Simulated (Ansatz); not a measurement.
# Na3WO4Cl (P4/nmm): band gap by G0W0 on PBE

Aim: the quasiparticle gap of Na3WO4Cl (P4/nmm), starting from PBE.

Method: PBE, then G0W0 on it, plane waves, PAW, in Ansatz 0.2.0.

## Step 1: Set-up

The structure is tetragonal, space group P4/nmm (No. 129). The conventional cell has a = 7.518 Å, b = 7.518 Å, c = 5.360 Å, α = 90.00°, β = 90.00°, γ = 90.00°. Na has 4 O at 2.36 Å and 2 Cl at 2.59 to 2.77 Å nearest. Nearest to Na lie 4 O at 2.52 Å and 2 Cl at 2.79 Å. Nearest to W lie 4 O at 1.77 Å. Nearest to Cl lie 6 Na at 2.59 to 2.79 Å. O has 1 W at 1.77 Å and 3 Na at 2.36 to 2.52 Å nearest. Farther neighbours and most contacts between anions are not listed.

The start is a cell from the Crystallography Open Database. Spin-orbit coupling is left out unless a step names it.

## Step 2: Relaxing the structure

The structure is relaxed first.

This step: DFT, PBE, plane waves, PAW; PAW set soft_1.

File input.yaml:

```yaml
crystal:
  lattice:
    - [7.5181, 0.0, 0.0]
    - [0.0, 7.5181, 0.0]
    - [0.0, 0.0, 5.36]
  atoms:
    - { symbol: Na, position: [0.5, 0.0, 0.3603] }
    - { symbol: Na, position: [0.0, 0.5, 0.6397] }
    - { symbol: Na, position: [0.75, 0.25, 0.0] }
    - { symbol: Na, position: [0.25, 0.25, 0.0] }
    - { symbol: Na, position: [0.25, 0.75, 0.0] }
    - { symbol: Na, position: [0.75, 0.75, 0.0] }
    - { symbol: W, position: [0.0, 0.0, 0.5] }
    - { symbol: W, position: [0.5, 0.5, 0.5] }
    - { symbol: Cl, position: [0.5, 0.0, 0.8435] }
    - { symbol: Cl, position: [0.0, 0.5, 0.1565] }
    - { symbol: O, position: [0.8111, 0.0, 0.3019] }
    - { symbol: O, position: [0.5, 0.3111, 0.3019] }
    - { symbol: O, position: [0.1889, 0.0, 0.3019] }
    - { symbol: O, position: [0.5, 0.6889, 0.3019] }
    - { symbol: O, position: [0.3111, 0.5, 0.6981] }
    - { symbol: O, position: [0.0, 0.1889, 0.6981] }
    - { symbol: O, position: [0.6889, 0.5, 0.6981] }
    - { symbol: O, position: [0.0, 0.8111, 0.6981] }
kpoints:
  mp_grid: { grid: [4, 4, 4] }
hamiltonian:
  xc: pbe
  pseudopotentials: { kind: paw, azcp: { folder: soft_1 } }
scf:
  occupations: { method: fermi_dirac, width: 0.02 }
relax:
  f_tol: 0.02
  max_steps: 60
```

On the command line:

```console
$ ansatz run input.yaml --threads 2 --pin off --max-ram 92160MiB --backend cuda --events-out ev --progress --plain --runs-dir out --devices 1 --max-vram 13GiB
```

Numbers of over 12 decimals in the logs are rounded to 6 here.

What it wrote:

```text
GPUs: using 1 of 1 available (devices: 1).
Engine: ansatz 0.2.0, x86_64-unknown-linux-gnu
Pseudopotentials: kind: paw
Pseudopotential: Na, paw, valence charge 9, recommended cutoff 420 eV (normal), soft_1/Na.paw.azcp
Pseudopotential: W, paw, valence charge 14, recommended cutoff 420 eV (normal), soft_1/W.paw.azcp
Pseudopotential: Cl, paw, valence charge 7, recommended cutoff 420 eV (normal), soft_1/Cl.paw.azcp
Pseudopotential: O, paw, valence charge 6, recommended cutoff 420 eV (normal), soft_1/O.paw.azcp
Functional definition: PBE
  parameter kappa = 0.804
  parameter beta = 0.066725
  exchange = pbe_x(kappa = kappa, mu = beta*pi^2/3)
  correlation = pbe_c(beta = beta)
device memory: the entry about to start is reckoned to put 3.5 GiB on a device that reports 22.3 GiB free (of which the cap on the GPU budget leaves the run 13.0 GiB)
GPU FFT provider: cuFFT
GPU libraries: cuBLAS 13.8.2, cuFFT 12.4.0, cuSOLVER 12.3.4
Crystal: 18 atoms, lattice volume = 302.957 Å³
Basis set: ecut = 420 eV, 5929 PW (Γ), exchange–correlation on 108×108×72 points (8 copies of the dense FFT grid, shifted against one another)
Bands: 90, of which v1, the nominal top of the filled ones, is band 72 counted from 1 (71 counted from 0)
Symmetry: 16 space group operations
Space group: P4/nmm (ITA 129), of the structure as read, at distance tolerance 6.7e-5 Å
k-points: 18 of 64
Non-local potential: Na, projectors of the file, l = 0: 3, l = 1: 2, l = 2: 1
Non-local potential: W, projectors of the file, l = 0: 3, l = 1: 2, l = 2: 2, l = 3: 1
Non-local potential: Cl, projectors of the file, l = 0: 2, l = 1: 2, l = 2: 1
Non-local potential: O, projectors of the file, l = 0: 2, l = 1: 2, l = 2: 1
PAW form: soft (Blöchl's): semilocal exchange-correlation on the pseudo side does not see the compensation charge
PAW one-centre angular grid: Na, 110 points (default); XC on 64 Gauss nodes
PAW one-centre angular grid: W, 590 points (default); XC on 64 Gauss nodes
PAW one-centre angular grid: Cl, 110 points (default); XC on 64 Gauss nodes
PAW one-centre angular grid: O, 110 points (default); XC on 64 Gauss nodes
Initial density: superposition of atomic densities (chi_scale 0.1, normalization cell, long waves kept (reshape's long-wave potential 0.05 eV rms))
Initial wavefunctions: pseudopotential atomic-orbital guess
GPU buffer pool allocated for 104976 grid points (all kernels)
GPU transforms: local potential and band sums: pruned to the plane-wave sphere, on 54×54×36
Functional: x = pbe(κ = 0.804, μ = 0.219515), c = pbe(β = 0.066725)
SCF iter   1: F=—  HF=-36418.299971 eV  |F-HF|=—  |Δ(HF+E_count)|=         —  Δρ=9.19e-2  dr2=3.42e1  ethr=3.10e-3  ⟨swp⟩=6.2  Hψ=5833  notcnv=0  defer=4
preconditioner: auto → Resta (q_TF=auto, 2.410 Å⁻¹)  ε∞=3.3  [insulator: Δε(μ)=4.400 eV  Ē_g=12.692 eV  σ=0.020 eV  W_gap=1.00  n_scr=68 (ndim 8)  ℏωp=19.1 eV  f_vac=0.000  D(μ)=0.00/eV (n_scr^D=0)  ε∞_Penn≈3.3]
SCF iter   2: F=—  HF=-36408.749635 eV  |F-HF|=—  |Δ(HF+E_count)|=    9.55e0  Δρ=4.34e-2  dr2=5.17e0  ethr=3.10e-3  ⟨swp⟩=3.0  Hψ=3314  notcnv=0  defer=233
SCF iter   3: F=—  HF=-36407.333978 eV  |F-HF|=—  |Δ(HF+E_count)|=    1.42e0  Δρ=1.74e-2  dr2=1.30e0  ethr=3.10e-3  ⟨swp⟩=2.3  Hψ=2025  notcnv=0  defer=233
SCF iter   4: F=—  HF=-36406.921488 eV  |F-HF|=—  |Δ(HF+E_count)|=   4.12e-1  Δρ=4.01e-3  dr2=9.40e-2  ethr=9.05e-4  ⟨swp⟩=3.2  Hψ=2959  notcnv=0  defer=241
SCF iter   5: F=—  HF=-36406.919972 eV  |F-HF|=—  |Δ(HF+E_count)|=   1.52e-3  Δρ=1.40e-3  dr2=5.92e-3  ethr=6.53e-5  ⟨swp⟩=2.7  Hψ=2535  notcnv=0  defer=241
SCF iter   6: F=—  HF=-36406.925873 eV  |F-HF|=—  |Δ(HF+E_count)|=   5.90e-3  Δρ=3.46e-4  dr2=2.88e-4  ethr=4.11e-6  ⟨swp⟩=2.0  Hψ=2658  notcnv=0  defer=241
SCF iter   7: F=—  HF=-36406.926121 eV  |F-HF|=—  |Δ(HF+E_count)|=   2.47e-4  Δρ=7.38e-5  dr2=1.91e-5  ethr=2.00e-7  ⟨swp⟩=2.0  Hψ=2672  notcnv=0  defer=241
SCF iter   8: F=-36406.926151 eV  HF=-36406.926150 eV  |F-HF|=6.64e-7  |Δ(HF+E_count)|=   2.94e-5  Δρ=1.84e-5  dr2=8.22e-7  ethr=6.94e-9  ⟨swp⟩=4.6  Hψ=4901  notcnv=0
SCF 1 converged in 8 iterations: F = -36406.926151 eV  dr2 = 8.22e-7
  greatest PAW one-centre occupation: 1.000 electrons in one spin orbital (limit 2), on the W atom at site 7 (counted from 0), in its partial waves of l = 0
relax step   1: F+E_penalty+E_count = -36406.92615078 eV  Δ(F+E_penalty+E_count) = +0.000e0 eV  max|allowed force component| = 8.238e-1 eV/Å  Δτ_max = 0.0000 Å  (8 SCF iters, dr2 threshold 1.00e-5 eV, accepted)
[...]
relax step   2: F+E_penalty+E_count = -36407.00763282 eV  Δ(F+E_penalty+E_count) = -8.148e-2 eV  max|allowed force component| = 2.234e-2 eV/Å  Δτ_max = 0.0203 Å  (5 SCF iters, dr2 threshold 4.24e-5 eV, accepted)
[...]
relax step   3: F+E_penalty+E_count = -36407.00763416 eV  Δ(F+E_penalty+E_count) = -1.342e-6 eV  max|allowed force component| = 2.228e-2 eV/Å  Δτ_max = 0.0000 Å  (4 SCF iters, accepted)
[...]
relax step   4: F+E_penalty+E_count = -36407.00784617 eV  Δ(F+E_penalty+E_count) = -2.120e-4 eV  max|allowed force component| = 4.089e-3 eV/Å  Δτ_max = 0.0095 Å  (6 SCF iters, accepted)
SCF converged after 6 iterations
Free energy (F): -36407.007846 eV
Harris-Foulkes:  -36407.007846 eV  (|F-HF|=5.02e-8)
Internal energy: -36407.007846 eV  (E = F + TS)
E sigma→0 (E₀):  -36407.007846 eV
Fermi energy:    4.847077 eV
--- Per-component energies (eV) ---
  E_band       = -2087.615864
  E_kinetic    = 3168.035603
  E_local      = -15227.596226  (includes V_loc(G=0)·N_el)
  E_nonlocal   = 2102.178162
  E_hartree    = 5422.757042
  E_xc         = -1544.459398
  E_vxc        = -1709.549057  (∫ρ·V_xc dr)
  E_paw        = -21533.542042  (= ΣΔE_a)
  E_vpaw       = -1266.206197  (= ΣTr[D̂ρ^β])
  E_aug_tail   = 0.006852  (compensation charges beyond the density's cutoff)
  E_ewald      = -8794.387839
  E_smearing   = -0.000000  (= −TS)
  E_closure    = -0.000000  (closes the sum)
  Σ components = -36407.007846   (vs F -36407.007846, Δ=0.00e0)
--- Forces (eV/Å), atoms counted from 1 ---
  atom   1  Na     0.00000000     0.00000000    -0.00101923
  atom   2  Na     0.00000000     0.00000000     0.00101923
  atom   3  Na     0.00000000     0.00000000     0.00000000
  atom   4  Na     0.00000000     0.00000000     0.00000000
  atom   5  Na     0.00000000     0.00000000     0.00000000
  atom   6  Na     0.00000000     0.00000000     0.00000000
  atom   7  W      0.00000000     0.00000000     0.00000000
  atom   8  W      0.00000000     0.00000000     0.00000000
  atom   9  Cl     0.00000000     0.00000000     0.00408871
  atom  10  Cl     0.00000000     0.00000000    -0.00408871
  atom  11  O     -0.00125898     0.00000000     0.00122604
  atom  12  O      0.00000000    -0.00125898     0.00122604
  atom  13  O      0.00125898     0.00000000     0.00122604
  atom  14  O      0.00000000     0.00125898     0.00122604
  atom  15  O     -0.00125898    -0.00000000    -0.00122604
  atom  16  O      0.00000000     0.00125898    -0.00122604
  atom  17  O      0.00125898     0.00000000    -0.00122604
  atom  18  O      0.00000000    -0.00125898    -0.00122604
  max |Σ_I F_I| component: 1.30e-18 eV/Å
--- Relaxed structure (4 steps of the walk, 4 accepted, 0 SCFs on fresh bases) ---
  F+E_penalty+E_count = -36407.00784617 eV   max|allowed force component| = 4.089e-3 eV/Å
  atoms:
    - { symbol: Na, position: [0.5, 0, 0.358396] }
    - { symbol: Na, position: [0, 0.5, 0.641604] }
    - { symbol: Na, position: [0.75, 0.25, 0] }
    - { symbol: Na, position: [0.25, 0.25, 0] }
    - { symbol: Na, position: [0.25, 0.75, 0] }
    - { symbol: Na, position: [0.75, 0.75, 0] }
    - { symbol: W, position: [0, 0, 0.5] }
    - { symbol: W, position: [0.5, 0.5, 0.5] }
    - { symbol: Cl, position: [0.5, 0, 0.842004] }
    - { symbol: Cl, position: [0, 0.5, 0.157996] }
    - { symbol: O, position: [0.809385, 0, 0.298877] }
    - { symbol: O, position: [0.5, 0.309385, 0.298877] }
    - { symbol: O, position: [0.190615, 0, 0.298877] }
    - { symbol: O, position: [0.5, 0.690615, 0.298877] }
    - { symbol: O, position: [0.309385, 0.5, 0.701123] }
    - { symbol: O, position: [0, 0.190615, 0.701123] }
    - { symbol: O, position: [0.690615, 0.5, 0.701123] }
    - { symbol: O, position: [0, 0.809385, 0.701123] }
```

Run time: 40 s. Hardware: 1 × NVIDIA H100 80GB HBM3 (shared by 6 runs) with 2 threads of AMD EPYC 7R13 (Zen 3), shared host; peak memory 1 GiB.

Step by step:

| step | energy less that of the first step (eV) | largest force component (eV/Å) |
| --- | --- | --- |
| 1 | 0.0000 | 0.8238 |
| 2 | -0.0815 | 0.0223 |
| 3 | -0.0815 | 0.0223 |
| 4 | -0.0817 | 0.0041 |

The run keeps the 16 symmetry operations that it works with, so distortions that break them were not tested.

The atoms that moved most (Å):

| atom | dx | dy | dz | length |
| --- | --- | --- | --- | --- |
| O18 | 0.000 | -0.013 | 0.016 | 0.021 |
| O14 | 0.000 | 0.013 | -0.016 | 0.021 |
| O11 | -0.013 | 0.000 | -0.016 | 0.021 |
| O17 | 0.013 | 0.000 | 0.016 | 0.021 |
| O16 | 0.000 | 0.013 | 0.016 | 0.021 |
| O13 | 0.013 | 0.000 | -0.016 | 0.021 |
| O15 | -0.013 | 0.000 | 0.016 | 0.021 |
| O12 | 0.000 | -0.013 | -0.016 | 0.021 |

Final coordinates:

```cif
data_structure
_symmetry_space_group_name_H-M 'P 1'
_symmetry_Int_Tables_number 1
_cell_length_a 7.5181
_cell_length_b 7.5181
_cell_length_c 5.3600
_cell_angle_alpha 90.000
_cell_angle_beta 90.000
_cell_angle_gamma 90.000
_cell_volume 302.96
loop_
_atom_site_label
_atom_site_type_symbol
_atom_site_fract_x
_atom_site_fract_y
_atom_site_fract_z
_atom_site_occupancy
Na1 Na 0.50000 0.00000 0.35840 1
Na2 Na 0.00000 0.50000 0.64160 1
Na3 Na 0.75000 0.25000 0.00000 1
Na4 Na 0.25000 0.25000 0.00000 1
Na5 Na 0.25000 0.75000 0.00000 1
Na6 Na 0.75000 0.75000 0.00000 1
W7 W 0.00000 0.00000 0.50000 1
W8 W 0.50000 0.50000 0.50000 1
Cl9 Cl 0.50000 0.00000 0.84200 1
Cl10 Cl 0.00000 0.50000 0.15800 1
O11 O 0.80938 0.00000 0.29888 1
O12 O 0.50000 0.30938 0.29888 1
O13 O 0.19062 0.00000 0.29888 1
O14 O 0.50000 0.69062 0.29888 1
O15 O 0.30938 0.50000 0.70112 1
O16 O 0.00000 0.19062 0.70112 1
O17 O 0.69062 0.50000 0.70112 1
O18 O 0.00000 0.80938 0.70112 1
```

## Step 3: Bands along the symmetry lines

Levels along a band path and on the mesh show where this functional puts the band edges.

File input.yaml:

```yaml
crystal:
  lattice:
    - [7.5181, 0.0, 0.0]
    - [0.0, 7.5181, 0.0]
    - [0.0, 0.0, 5.36]
  atoms:
    - { symbol: Na, position: [0.5, 0.0, 0.3583961323] }
    - { symbol: Na, position: [0.0, 0.5, 0.6416038677] }
    - { symbol: Na, position: [0.75, 0.25, 0.0] }
    - { symbol: Na, position: [0.25, 0.25, 0.0] }
    - { symbol: Na, position: [0.25, 0.75, 0.0] }
    - { symbol: Na, position: [0.75, 0.75, 0.0] }
    - { symbol: W, position: [0.0, 0.0, 0.5] }
    - { symbol: W, position: [0.5, 0.5, 0.5] }
    - { symbol: Cl, position: [0.5, 0.0, 0.842004016] }
    - { symbol: Cl, position: [0.0, 0.5, 0.157995984] }
    - { symbol: O, position: [0.8093847799, 0.0, 0.2988767308] }
    - { symbol: O, position: [0.5, 0.3093847799, 0.2988767308] }
    - { symbol: O, position: [0.1906152201, 0.0, 0.2988767308] }
    - { symbol: O, position: [0.5, 0.6906152201, 0.2988767308] }
    - { symbol: O, position: [0.3093847799, 0.5, 0.7011232692] }
    - { symbol: O, position: [0.0, 0.1906152201, 0.7011232692] }
    - { symbol: O, position: [0.6906152201, 0.5, 0.7011232692] }
    - { symbol: O, position: [0.0, 0.8093847799, 0.7011232692] }
kpoints:
  mp_grid: { grid: [4, 4, 4] }
  band_path:
    path:
      - [[0.0, 0.0, 0.0], [0.0, 0.5, 0.0], [0.5, 0.5, 0.0], [0.0, 0.0, 0.0], [0.0, 0.0, 0.5], [0.0, 0.5, 0.5], [0.5, 0.5, 0.5], [0.0, 0.0, 0.5]]
      - [[0.0, 0.5, 0.0], [0.0, 0.5, 0.5]]
      - [[0.5, 0.5, 0.0], [0.5, 0.5, 0.5]]
    npoints: 10
hamiltonian:
  xc: pbe
  pseudopotentials: { kind: paw, azcp: { folder: soft_1 } }
scf:
  occupations: { method: fermi_dirac, width: 0.02 }
  n_extra_bands: 10
output:
  eigenvalues: true
  forces: true
  stress: true
  write_density: true
  write_potential: true
  elf: true
  volumetric_format: npy
```

What it wrote:

```text
[...]
GPUs: using 1 of 1 available (devices: 1).
[...]
GPU FFT provider: cuFFT
GPU libraries: cuBLAS 13.8.2, cuFFT 12.4.0, cuSOLVER 12.3.4
Crystal: 18 atoms, lattice volume = 302.957 Å³
Basis set: ecut = 420 eV, 5929 PW (Γ), exchange–correlation on 108×108×72 points (8 copies of the dense FFT grid, shifted against one another)
Bands: 82, of which v1, the nominal top of the filled ones, is band 72 counted from 1 (71 counted from 0)
Symmetry: 16 space group operations
[...]
k-points: 18 of 64
[...]
GPU buffer pool allocated for 104976 grid points (all kernels)
[...]
SCF iter   1: F=—  HF=-36418.706427 eV  |F-HF|=—  |Δ(HF+E_count)|=         —  Δρ=9.22e-2  dr2=3.57e1  ethr=3.10e-3  ⟨swp⟩=6.7  Hψ=5493  notcnv=0
[...]
SCF iter  10: F=-36407.007846 eV  HF=-36407.007846 eV  |F-HF|=6.35e-9  |Δ(HF+E_count)|=   9.86e-8  Δρ=3.03e-6  dr2=1.43e-8  ethr=6.94e-11  ⟨swp⟩=17.8  Hψ=15005  notcnv=0
SCF 1 converged in 10 iterations: F = -36407.007846 eV  dr2 = 1.43e-8
[...]
NSCF: frozen V_eff on 93 k-points
SCF converged after 10 iterations
Free energy (F): -36407.007846 eV
[...]
Internal energy: -36407.007846 eV  (E = F + TS)
E sigma→0 (E₀):  -36407.007846 eV
Fermi energy:    4.847084 eV
[...]
--- Forces (eV/Å), atoms counted from 1 ---
  atom   1  Na     0.00000000     0.00000000    -0.00103640
  atom   2  Na     0.00000000     0.00000000     0.00103640
  atom   3  Na     0.00000000    -0.00000000     0.00000000
  atom   4  Na     0.00000000     0.00000000     0.00000000
  atom   5  Na     0.00000000    -0.00000000     0.00000000
  atom   6  Na     0.00000000     0.00000000     0.00000000
  atom   7  W      0.00000000     0.00000000     0.00000000
  atom   8  W      0.00000000     0.00000000     0.00000000
  atom   9  Cl     0.00000000     0.00000000     0.00407489
  atom  10  Cl     0.00000000     0.00000000    -0.00407489
  atom  11  O     -0.00125822     0.00000000     0.00122187
  atom  12  O     -0.00000000    -0.00125822     0.00122187
  atom  13  O      0.00125822    -0.00000000     0.00122187
  atom  14  O      0.00000000     0.00125822     0.00122187
  atom  15  O     -0.00125822     0.00000000    -0.00122187
  atom  16  O     -0.00000000     0.00125822    -0.00122187
  atom  17  O      0.00125822     0.00000000    -0.00122187
  atom  18  O      0.00000000    -0.00125822    -0.00122187
  max |Σ_I F_I| component: 1.19e-18 eV/Å
--- Stress (GPa, compression-positive) ---
        1.188795       0.000000       0.000000
        0.000000       1.188795       0.000000
        0.000000       0.000000       1.000984
  P = ⅓ Tr σ = 1.1262 GPa (11.262 kbar)
--- Band table (eV; the first three rows and the last of 18) ---
  k-point 0: bands = [... 68 lower, 2.1788, 2.3339, 2.3339, 2.4609, 7.1462, 7.5320, 7.8332, 8.0219, ... 6 higher]
  k-point 1: bands = [... 68 lower, 2.2959, 2.4042, 2.4042, 2.4506, 7.6331, 7.6556, 8.0315, 8.0510, ... 6 higher]
  k-point 2: bands = [... 68 lower, 2.3906, 2.4401, 2.4784, 2.4784, 7.7361, 7.9643, 8.0756, 8.1882, ... 6 higher]
  k-point 17: bands = [... 68 lower, 2.2625, 2.2625, 2.4810, 2.4810, 7.8640, 7.8640, 8.1516, 8.1516, ... 6 higher]
```

The job ended after 33 s (1 × NVIDIA H100 80GB HBM3 (shared by 6 runs) with 2 threads; peak memory 1.2 GiB).

In the SCF lines HF is the Harris–Foulkes energy and dr2 the Hartree energy of the density residual, in eV; the loop may stop once dr2 is under the threshold and the program's other checks hold. Hψ counts applications of the Hamiltonian.

This step gave:

```
pressure             : 1.126 GPa
filled bands         : 72
gap                  : 4.665 eV
valence top at       : A
conduction bottom at : Γ
least direct gap     : 4.685 eV
```

Over mesh and path the gap is 4.665 eV, from k = (0.500, 0.500, 0.500) to k = Γ. The least direct gap found is 4.685 eV, at k = Γ.

The electronic bands at the labelled points (eV, zero at the top of the highest nominally filled band):

| point | band 69 | band 70 | band 71 | band 72 | band 73 | band 74 | band 75 | band 76 |
| --- | --- | --- | --- | --- | --- | --- | --- | --- |
| Γ | -0.30 | -0.15 | -0.15 | -0.02 | 4.67 | 5.05 | 5.35 | 5.54 |
| halfway | -0.21 | -0.17 | -0.14 | -0.04 | 4.88 | 5.12 | 5.34 | 5.48 |
| X | -0.15 | -0.15 | -0.10 | -0.10 | 5.21 | 5.21 | 5.29 | 5.29 |
| halfway | -0.14 | -0.14 | -0.10 | -0.10 | 5.24 | 5.24 | 5.33 | 5.33 |
| M | -0.14 | -0.14 | -0.11 | -0.11 | 5.26 | 5.26 | 5.38 | 5.38 |
| halfway | -0.19 | -0.17 | -0.13 | -0.06 | 5.04 | 5.18 | 5.34 | 5.44 |
| Γ | -0.30 | -0.15 | -0.15 | -0.02 | 4.67 | 5.05 | 5.35 | 5.54 |
| halfway | -0.19 | -0.08 | -0.08 | -0.03 | 5.15 | 5.17 | 5.55 | 5.57 |
| Z | -0.09 | -0.04 | 0.00 | 0.00 | 5.26 | 5.48 | 5.59 | 5.71 |
| halfway | -0.15 | -0.04 | -0.02 | -0.01 | 5.30 | 5.54 | 5.54 | 5.69 |
| R | -0.12 | -0.12 | -0.01 | -0.01 | 5.41 | 5.41 | 5.63 | 5.63 |
| halfway | -0.15 | -0.15 | -0.01 | -0.01 | 5.39 | 5.39 | 5.65 | 5.65 |
| A | -0.22 | -0.22 | 0.00 | 0.00 | 5.38 | 5.38 | 5.67 | 5.67 |
| halfway | -0.19 | -0.08 | -0.02 | 0.00 | 5.32 | 5.49 | 5.58 | 5.69 |
| Z | -0.09 | -0.04 | 0.00 | 0.00 | 5.26 | 5.48 | 5.59 | 5.71 |
| jump to X | -0.15 | -0.15 | -0.10 | -0.10 | 5.21 | 5.21 | 5.29 | 5.29 |
| halfway | -0.15 | -0.15 | -0.06 | -0.06 | 5.35 | 5.35 | 5.45 | 5.45 |
| R | -0.12 | -0.12 | -0.01 | -0.01 | 5.41 | 5.41 | 5.63 | 5.63 |
| jump to M | -0.14 | -0.14 | -0.11 | -0.11 | 5.26 | 5.26 | 5.38 | 5.38 |
| halfway | -0.18 | -0.18 | -0.05 | -0.05 | 5.34 | 5.34 | 5.51 | 5.51 |
| A | -0.22 | -0.22 | 0.00 | 0.00 | 5.38 | 5.38 | 5.67 | 5.67 |

Valence density in the ac plane at fractional y = 0.000, with atoms of Na and W and Cl and O within 0.2 Å of it. It is the smooth field of the valence electrons, not physical close to the nuclei.

Ten steps, logarithmic in the rise over the least value, from '0' (0 e/Å³) to '9' (19 e/Å³), each cell a mean:
```
000000013444321000000
000000023434431000000
000000013444431000000
110000012444320000011
431000001233210000124
663100000111000000256
775211000121000011367
764432101476300234457
555665212799511366545
235786312698412477642
124675210243101466531
012332100000000233310
000111000111000011000
000000001233210000000
```
Columns run along a (7.5 Å), rows up along c (5.4 Å). Atoms in or near the plane, at fractional coordinates: Na at (0.50, 0.36), W at (0.00, 0.50), Cl at (0.50, 0.84), O at (0.81, 0.30), O at (0.19, 0.30).

Electrostatic potential energy in the ac plane at fractional y = 0.000, with atoms of Na and W and Cl and O within 0.2 Å of it. With pseudopotentials it is smooth inside the atoms' cores, unlike the true potential.

Ten even steps from '0' (-43 eV) to '9' (9 eV), each cell a mean:
```
999999998422699999999
999999996111389999999
999999996211389999999
889999998523699999988
357899999888999999864
014899999999999998620
003799999878999998510
003679998512799987510
134225997100489832342
675102898200599610266
997324999756899732489
999879999999999987999
999999999999999999999
999999999878999999999
```
Columns run along a (7.5 Å; values clipped at the 3rd and 97th percentile), rows up along c (5.4 Å). Atoms in or near the plane, at fractional coordinates: Na at (0.50, 0.36), W at (0.00, 0.50), Cl at (0.50, 0.84), O at (0.81, 0.30), O at (0.19, 0.30).

[end of part 1 of 3]

[Paths, hosts, dates, memory and timing lines, banners, echoed tables and standing remarks are left out of the program output.]

[Logs are printed without paths, hosts, clocks, repeated set-up lines and the standing remarks that a program may print on its own settings, such as how far it seeks lower states.]

[Runs of the session that timed out or met a known fault of the program may be left out.]

[Cells called generated may have been cut or substituted from an entry of the Crystallography Open Database or the Materials Project.]

[Hosts, paths, dates, database ids (printed as entryN), source tags and the programs' standing remarks are cut or masked in the printed files.]

[Where an RPA ε∞ is given, it is that of the G0W0 mesh and is not shown converged in it. Names of k-points follow the symmetry that the program found, which can be lower than the space group named. Band edges on a path are those of the sampled points; other points can move an edge, and change direct to indirect where valleys lie close.]

[Hybrid gaps are those of their k-mesh and are not shown converged in it.]
